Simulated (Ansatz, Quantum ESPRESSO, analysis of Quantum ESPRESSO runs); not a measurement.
# Monovacancy in Cd: vacancy formation, QE: PBE (Quantum ESPRESSO)

Aim: the vacancy formation of the monovacancy in Cd, to be set beside the measurement. Set-up: QE: PBE, GBRV 1.5 PBE, 36-site cell, PBE lattice, k: 4x4x3, start relaxed with Ansatz. The model is a cell of 36 host atoms with 1 Cd taken out. The formation energy is the energy of the cell with the vacancy less that of the same number of atoms in the perfect cell. Other potentials or another program check that the number doesn't hang on one set of files.

What was measured. Vacancy formation energy: 0.46 eV, by a method that the citing table doesn't name (quoted in “Determination of the parameters of Heine and Abarenkov model potential in hcp crystals”, 2019, Arunoday Ghorai and Amitava Ghorai, 2019 (year inferred), quoting earlier work (1991)).

Method: Quantum ESPRESSO plane-wave DFT, PBE, GBRV 1.5 PBE potentials; relaxation of all atoms of a defect supercell, in Quantum ESPRESSO 7.5.

**1. The structure**

The cell holds 35 atoms: 35 Cd. Its edges and angles: a = 9.032 Å, b = 9.032 Å, c = 11.710 Å, α = 90.0°, β = 90.0°, γ = 120.0°. It derives from Cd (space group P6_3/mmc). Nearest the centre at fractional (0.444, 0.556, 0.625): Cd7 at 2.95 Å, Cd22 at 2.95 Å, Cd3 at 2.95 Å, Cd34 at 2.95 Å, Cd30 at 2.95 Å, Cd15 at 2.95 Å, Cd6 at 3.23 Å, Cd8 at 3.23 Å.

The host's primitive cell comes from a first run (Quantum ESPRESSO plane-wave DFT, PBE, GBRV 1.5 PBE potentials; relaxation of cell and atoms of a defect-free cell): vectors of 3.011, 3.011 and 5.855 Å. That is 22.98 Å³ an atom, 6.5 % over the diffraction cell's volume. The supercell is built on it.

This program's steps are dear, so the start below was first relaxed with Ansatz (plane-wave PAW DFT, PBE; 4.7 min).

**2. Relaxation, charge 0**

Every later number rests on the structure around the defect, so the atoms are relaxed at the host's lattice first.

Contents of pw.in:

```
&CONTROL
  calculation = 'relax'
  prefix = 'pwscf'
  outdir = './tmp'
  pseudo_dir = './pseudo'
  tprnfor = .true.
  disk_io = 'low'
  nstep = 70
  forc_conv_thr = 0.00078
  etot_conv_thr = 0.0001
/
&SYSTEM
  ibrav = 0
  nat = 35
  ntyp = 1
  ecutwfc = 45
  ecutrho = 360
  nbnd = 273
  occupations = 'smearing'
  smearing = 'mv'
  degauss = 0.00734986
/
&ELECTRONS
  conv_thr = 4d-08
  electron_maxstep = 100
  mixing_beta = 0.5
/
&IONS
  ion_dynamics = 'bfgs'
/
ATOMIC_SPECIES
Cd   112.4140 cd_pbe_v1.uspp.F.UPF
CELL_PARAMETERS angstrom
   9.0319442416    0.0000000000    0.0000000000
  -4.5159721208    7.8218931749    0.0000000000
   0.0000000000    0.0000000000   11.7101876013
ATOMIC_POSITIONS crystal
Cd     0.1124674545    0.2237106072    0.1250000000
Cd     0.2227560950    0.1121788566    0.3779943662
Cd     0.1173236552    0.2292667826    0.6250000000
Cd     0.2227560950    0.1121788566    0.8720056338
Cd     0.1124674545    0.5554235140    0.1250000000
Cd     0.2241000029    0.4453833348    0.3916770070
Cd     0.1173236552    0.5547235392    0.6250000000
Cd     0.2241000029    0.4453833348    0.8583229930
Cd     0.1111111111    0.8888888889    0.1250000000
Cd     0.2227560950    0.7772439050    0.3779943662
Cd     0.1111111111    0.8888888889    0.6250000000
Cd     0.2227560950    0.7772439050    0.8720056338
Cd     0.4445764860    0.2237106072    0.1250000000
Cd     0.5553801950    0.1110234308    0.3719595082
Cd     0.4452764608    0.2292667826    0.6250000000
Cd     0.5553801950    0.1110234308    0.8780404918
Cd     0.4444444444    0.5555555556    0.1250000000
Cd     0.5546166652    0.4453833348    0.3916770070
Cd     0.5546166652    0.4453833348    0.8583229930
Cd     0.4445764860    0.8875325455    0.1250000000
Cd     0.5546166652    0.7758999971    0.3916770070
Cd     0.4452764608    0.8826763448    0.6250000000
Cd     0.5546166652    0.7758999971    0.8583229930
Cd     0.7777777778    0.2222222222    0.1250000000
Cd     0.8889765692    0.1110234308    0.3719595082
Cd     0.7777777778    0.2222222222    0.6250000000
Cd     0.8889765692    0.1110234308    0.8780404918
Cd     0.7762893928    0.5554235140    0.1250000000
Cd     0.8889765692    0.4446198050    0.3719595082
Cd     0.7707332174    0.5547235392    0.6250000000
Cd     0.8889765692    0.4446198050    0.8780404918
Cd     0.7762893928    0.8875325455    0.1250000000
Cd     0.8878211434    0.7772439050    0.3779943662
Cd     0.7707332174    0.8826763448    0.6250000000
Cd     0.8878211434    0.7772439050    0.8720056338
K_POINTS automatic
4 4 3 0 0 0
```

Run with:

```console
$ OMP_NUM_THREADS=1 mpirun -n 8 pw.x -nk 8 -in pw.in > pw.out
```

What it wrote:

```text
This program is part of the open-source Quantum ESPRESSO suite
     for quantum simulation of materials; please cite
         "P. Giannozzi et al., J. Phys.:Condens. Matter 21 395502 (2009);
         "P. Giannozzi et al., J. Phys.:Condens. Matter 29 465901 (2017);
         "P. Giannozzi et al., J. Chem. Phys. 152 154105 (2020);
          URL
     in publications or presentations arising from this work. More details at

     Message from routine setup:
     using ibrav=0 with symmetry is DISCOURAGED, use correct ibrav instead

     K-points division:     npool     =       8
     Subspace diagonalization in iterative solution of the eigenvalue problem:
     a serial algorithm will be used

     G-vector sticks info
     --------------------
     sticks:   dense  smooth     PW     G-vecs:    dense   smooth      PW
     Sum        7231    3619    955               644203   227741   31507

     Using Slab Decomposition

     bravais-lattice index     =            0
     lattice parameter (alat)  =      17.0679  a.u.
     unit-cell volume          =    5582.8194 (a.u.)^3
     number of atoms/cell      =           35
     number of atomic types    =            1
     number of electrons       =       420.00
     number of Kohn-Sham states=          273
     kinetic-energy cutoff     =      45.0000  Ry
     charge density cutoff     =     360.0000  Ry
     scf convergence threshold =      4.0E-08
     mixing beta               =       0.5000
     number of iterations used =            8  plain     mixing
     energy convergence thresh.=      1.0E-04
     force convergence thresh. =      7.8E-04
     Exchange-correlation= SLA  PW   PBE  PBE
                           (   1   4   3   4   0   0   0)
     nstep                     =           70

     celldm(1)=  17.067901  celldm(2)=   0.000000  celldm(3)=   0.000000
     celldm(4)=   0.000000  celldm(5)=   0.000000  celldm(6)=   0.000000

     crystal axes: (cart. coord. in units of alat)
               a(1) = (   1.000000   0.000000   0.000000 )
               a(2) = (  -0.500000   0.866025   0.000000 )
               a(3) = (   0.000000   0.000000   1.296530 )

     reciprocal axes: (cart. coord. in units 2 pi/alat)
               b(1) = (  1.000000  0.577350 -0.000000 )
               b(2) = (  0.000000  1.154701  0.000000 )
               b(3) = (  0.000000 -0.000000  0.771289 )

     PseudoPot. # 1 for Cd read from file:
     cd_pbe_v1.uspp.F.UPF
     Pseudo is Ultrasoft + core correction, Zval = 12.0
     Generated by new atomic code, or converted to UPF format
     Using radial grid of  889 points,  6 beta functions with:
                l(1) =   0
                l(2) =   0
                l(3) =   1
                l(4) =   1
                l(5) =   2
                l(6) =   2
     Q(r) pseudized with  6 coefficients,  rinner =    1.000   1.000   1.000
                                                       1.000   1.000

     atomic species   valence    mass     pseudopotential
     Cd               12.00   112.41400     Cd( 1.00)

     12 Sym. Ops. (no inversion) found (10 have fractional translation)

   Cartesian axes

     site n.     atom                  positions (alat units)
         1        Cd     tau(   1) = (   0.0006122   0.1937391   0.1620663  )
         2        Cd     tau(   2) = (   0.1666667   0.0971497   0.4900811  )
         3        Cd     tau(   3) = (   0.0026903   0.1985509   0.8103313  )
         4        Cd     tau(   4) = (   0.1666667   0.0971497   1.1305816  )
         5        Cd     tau(   5) = (  -0.1652443   0.4810109   0.1620663  )
         6        Cd     tau(   6) = (   0.0014083   0.3857133   0.5078210  )
         7        Cd     tau(   7) = (  -0.1600381   0.4804047   0.8103313  )
         8        Cd     tau(   8) = (   0.0014083   0.3857133   1.1128416  )
         9        Cd     tau(   9) = (  -0.3333333   0.7698004   0.1620663  )
        10        Cd     tau(  10) = (  -0.1658659   0.6731130   0.4900811  )
        11        Cd     tau(  11) = (  -0.3333333   0.7698004   0.8103313  )
        12        Cd     tau(  12) = (  -0.1658659   0.6731130   1.1305816  )
        13        Cd     tau(  13) = (   0.3327212   0.1937391   0.1620663  )
        14        Cd     tau(  14) = (   0.4998685   0.0961491   0.4822567  )
        15        Cd     tau(  15) = (   0.3306431   0.1985509   0.8103313  )
        16        Cd     tau(  16) = (   0.4998685   0.0961491   1.1384059  )
[...]
28        Cd     tau(  28) = (   0.4985776   0.4810109   0.1620663  )
        29        Cd     tau(  29) = (   0.6666667   0.3850520   0.4822567  )
        30        Cd     tau(  30) = (   0.4933714   0.4804047   0.8103313  )
        31        Cd     tau(  31) = (   0.6666667   0.3850520   1.1384059  )
        32        Cd     tau(  32) = (   0.3325231   0.7686257   0.1620663  )
        33        Cd     tau(  33) = (   0.4991992   0.6731130   0.4900811  )
        34        Cd     tau(  34) = (   0.3293950   0.7644201   0.8103313  )
        35        Cd     tau(  35) = (   0.4991992   0.6731130   1.1305816  )

     number of k points=     8  Marzari-Vanderbilt smearing, width (Ry)=  0.0073
                       cart. coord. in units 2pi/alat
        k(    1) = (   0.0000000   0.0000000   0.0000000), wk =   0.0416667
        k(    2) = (   0.0000000   0.0000000   0.2570965), wk =   0.0833333
        k(    3) = (   0.0000000   0.2886751   0.0000000), wk =   0.2500000
        k(    4) = (   0.0000000   0.2886751   0.2570965), wk =   0.5000000
        k(    5) = (   0.0000000  -0.5773503   0.0000000), wk =   0.1250000
        k(    6) = (   0.0000000  -0.5773503   0.2570965), wk =   0.2500000
        k(    7) = (   0.2500000   0.4330127   0.0000000), wk =   0.2500000
        k(    8) = (   0.2500000   0.4330127   0.2570965), wk =   0.5000000

     Dense  grid:   644203 G-vectors     FFT dimensions: ( 108, 108, 144)

     Smooth grid:   227741 G-vectors     FFT dimensions: (  75,  75,  96)

     Initial potential from superposition of free atoms

     starting charge     402.4986, renormalised to     420.0000

     negative rho (up, down):  7.754E-01 0.000E+00
     Starting wfcs are  315 randomized atomic wfcs

     Self-consistent Calculation

     iteration #  1     ecut=    45.00 Ry     beta= 0.50
     Davidson diagonalization with overlap
     ethr =  1.00E-02,  avg # of iterations =  3.1

     negative rho (up, down):  7.344E-01 0.000E+00

     total energy              =   -4013.73549033 Ry
     estimated scf accuracy    <       5.45909063 Ry

     iteration #  2     ecut=    45.00 Ry     beta= 0.50
[...]
negative rho (up, down):  7.586E-01 0.000E+00

     total energy              =   -4015.34957194 Ry
     estimated scf accuracy    <       0.00000021 Ry

     iteration # 12     ecut=    45.00 Ry     beta= 0.50
     Davidson diagonalization with overlap
     ethr =  5.09E-11,  avg # of iterations =  5.2

     negative rho (up, down):  7.587E-01 0.000E+00

     End of self-consistent calculation

          k = 0.0000 0.0000 0.0000 ( 28571 PWs)   bands (ev):

     0.6597   0.6688   0.6688   0.6703   0.6836   0.6836   0.7035   0.7383
     0.7473   0.7473   0.7490   0.7579   0.7579   0.7608   0.7706   0.7713
     0.7713   0.7740   0.7740   0.7813   0.8082   0.8863   0.8915   0.8915
     0.8973   1.0428   1.0428   1.0529   1.0570   1.0570   1.0582   1.0621
     1.0621   1.0678   1.0678   1.0757   1.0833   1.0833   1.0911   1.0911
     1.0913   1.0921   1.1113   1.1113   1.1248   1.1308   1.1450   1.1450
     1.1485   1.2078   1.2078   1.2177   1.2177   1.2414   1.2414   1.2533
     1.2533   1.2632   1.2674   1.2674   1.2929   1.2929   1.3083   1.3091
     1.3130   1.3270   1.3270   1.3282   1.3670   1.3670   1.3771   1.3771
     1.3957   1.4083   1.4083   1.4121   1.4233   1.4272   1.4272   1.4329
     1.4376   1.4376   1.4510   1.4510   1.4648   1.4719   1.4719   1.4878
     1.4878   1.5276   1.5276   1.5548   1.5568   1.5568   1.5624   1.5662
     1.5801   1.5801   1.6192   1.6192   1.6545   1.6545   1.6585   1.6626
     1.6626   1.6687   1.6807   1.6911   1.6911   1.6972   1.7065   1.7065
     1.7182   1.7182   1.7214   1.7214   1.7242   1.7368   1.7368   1.7378
     1.7511   1.7511   1.7517   1.7605   1.7605   1.7630   1.7737   1.7790
[...]
17.6632

          k = 0.0000 0.0000 0.2571 ( 28493 PWs)   bands (ev):

[...]
18.2495

          k = 0.0000 0.2887 0.0000 ( 28428 PWs)   bands (ev):

[...]
17.6164

          k = 0.0000 0.2887 0.2571 ( 28462 PWs)   bands (ev):

[...]
18.0449

          k = 0.0000-0.5774 0.0000 ( 28486 PWs)   bands (ev):

[...]
17.8051

          k = 0.0000-0.5774 0.2571 ( 28432 PWs)   bands (ev):

[...]
17.6968

          k = 0.2500 0.4330 0.0000 ( 28464 PWs)   bands (ev):

[...]
17.7682

          k = 0.2500 0.4330 0.2571 ( 28441 PWs)   bands (ev):

[...]
9.7884   9.8428   9.9384  10.3239  10.3985  10.5317  10.7147  10.8295
    11.0421  11.2530  11.3440  11.5278  11.7855  11.9419  12.0966  12.3297
    12.3865  12.4223  12.5008  12.6112  12.6907  12.9071  13.1444  13.2744
    13.6181  13.7280  13.8374  14.0755  14.1181  14.1731  14.2165  14.5352
    14.5865  14.6349  14.6788  14.8456  15.1040  15.2075  15.3693  15.6572
    15.7334  15.9526  16.0286  16.0850  16.1944  16.2173  16.2709  16.3547
    16.3991  16.4790  16.5808  16.6617  16.7069  16.8025  16.9045  16.9321
    17.0216  17.1394  17.2328  17.3473  17.3524  17.5379  17.6835  17.7403
    17.8578

     the Fermi energy is    10.3338 ev

!    total energy              =   -4015.34957206 Ry
     estimated scf accuracy    <       0.00000004 Ry
     smearing contrib. (-TS)   =      -0.00185354 Ry
     internal energy E=F+TS    =   -4015.34771852 Ry

     The total energy is F=E-TS. E is the sum of the following terms:
     one-electron contribution =    -789.22386271 Ry
     hartree contribution      =     804.71751484 Ry
     xc contribution           =   -1377.40307878 Ry
     ewald contribution        =   -2653.43829187 Ry

     convergence has been achieved in  12 iterations

     negative rho (up, down):  7.587E-01 0.000E+00

     Forces acting on atoms (cartesian axes, Ry/au):

     atom    1 type  1   force =     0.00004207   -0.00074101    0.00000000
     atom    2 type  1   force =     0.00000000   -0.00001769   -0.00017079
     atom    3 type  1   force =     0.00007592    0.00009753   -0.00000000
     atom    4 type  1   force =     0.00000000   -0.00001769    0.00017079
     atom    5 type  1   force =    -0.00062070    0.00040693    0.00000000
     atom    6 type  1   force =     0.00008296    0.00004789    0.00001487
     atom    7 type  1   force =     0.00012242    0.00001699    0.00000000
     atom    8 type  1   force =     0.00008296    0.00004789   -0.00001487
     atom    9 type  1   force =     0.00000000    0.00000000    0.00000000
     atom   10 type  1   force =    -0.00001532    0.00000884   -0.00017079
     atom   11 type  1   force =     0.00000000   -0.00000000    0.00000000
     atom   12 type  1   force =    -0.00001532    0.00000884    0.00017079
     atom   13 type  1   force =    -0.00004207   -0.00074101    0.00000000
     atom   14 type  1   force =    -0.00000703   -0.00000406   -0.00002392
     atom   15 type  1   force =    -0.00007592    0.00009753    0.00000000
     atom   16 type  1   force =    -0.00000703   -0.00000406    0.00002392
[...]
atom   28 type  1   force =     0.00062070    0.00040693    0.00000000
     atom   29 type  1   force =    -0.00000000    0.00000812   -0.00002392
     atom   30 type  1   force =    -0.00012242    0.00001699   -0.00000000
     atom   31 type  1   force =     0.00000000    0.00000812    0.00002392
     atom   32 type  1   force =     0.00066276    0.00033407   -0.00000000
     atom   33 type  1   force =     0.00001532    0.00000884   -0.00017079
     atom   34 type  1   force =    -0.00004650   -0.00011452    0.00000000
     atom   35 type  1   force =     0.00001532    0.00000884    0.00017079

     Total force =     0.001906     Total SCF correction =     0.000674
     SCF correction compared to forces is large: reduce conv_thr to get better values

     BFGS Geometry Optimization
     Energy error            =      3.6E-06 Ry
     Gradient error          =      7.4E-04 Ry/Bohr

     bfgs converged in   1 scf cycles and   0 bfgs steps
     (criteria: energy <  1.0E-04 Ry, force <  7.8E-04 Ry/Bohr)

     End of BFGS Geometry Optimization

     Final energy             =   -4015.3495720596 Ry
Begin final coordinates

ATOMIC_POSITIONS (crystal)
Cd               0.1124674545        0.2237106072        0.1250000000
Cd               0.2227560950        0.1121788566        0.3779943662
Cd               0.1173236552        0.2292667826        0.6250000000
Cd               0.2227560950        0.1121788566        0.8720056338
Cd               0.1124674545        0.5554235140        0.1250000000
Cd               0.2241000029        0.4453833348        0.3916770070
Cd               0.1173236552        0.5547235392        0.6250000000
Cd               0.2241000029        0.4453833348        0.8583229930
Cd               0.1111111111        0.8888888889        0.1250000000
Cd               0.2227560950        0.7772439050        0.3779943662
Cd               0.1111111111        0.8888888889        0.6250000000
Cd               0.2227560950        0.7772439050        0.8720056338
Cd               0.4445764860        0.2237106072        0.1250000000
Cd               0.5553801950        0.1110234308        0.3719595082
Cd               0.4452764608        0.2292667826        0.6250000000
Cd               0.5553801950        0.1110234308        0.8780404918
[...]
Cd               0.7762893928        0.5554235140        0.1250000000
Cd               0.8889765692        0.4446198050        0.3719595082
Cd               0.7707332174        0.5547235392        0.6250000000
Cd               0.8889765692        0.4446198050        0.8780404918
Cd               0.7762893928        0.8875325455        0.1250000000
Cd               0.8878211434        0.7772439050        0.3779943662
Cd               0.7707332174        0.8826763448        0.6250000000
Cd               0.8878211434        0.7772439050        0.8720056338
End final coordinates

=------------------------------------------------------------------------------=
   JOB DONE.
=------------------------------------------------------------------------------=
```

Wall time 13 min (8 MPI ranks of Arm Neoverse V1, shared host); peak memory 11 GiB.

Hardly anything moved in the relaxation; the energy changed by under 0.2 meV an atom.

Neighbours of the ideal centre at the end:

| atom | distance (Å) |
| --- | --- |
| Cd7 | 2.951 |
| Cd22 | 2.951 |
| Cd3 | 2.951 |
| Cd34 | 2.951 |
| Cd30 | 2.951 |
| Cd15 | 2.951 |
| Cd8 | 3.230 |
| Cd6 | 3.230 |
| Cd21 | 3.230 |
| Cd23 | 3.230 |
| Cd18 | 3.230 |
| Cd19 | 3.230 |

[end of part 1 of 2]

[Logs are printed without paths, hosts, clocks, repeated set-up lines and the standing remarks that a program may print on its own settings, such as how far it seeks lower states.]

[Hosts, paths, dates, database ids (printed as entryN), source tags and the programs' standing remarks are cut or masked in the printed files.]

[For some hosts the program warned that the k-mesh of the response run may be too coarse for force constants and the static dielectric constant; such warnings are not shown here.]
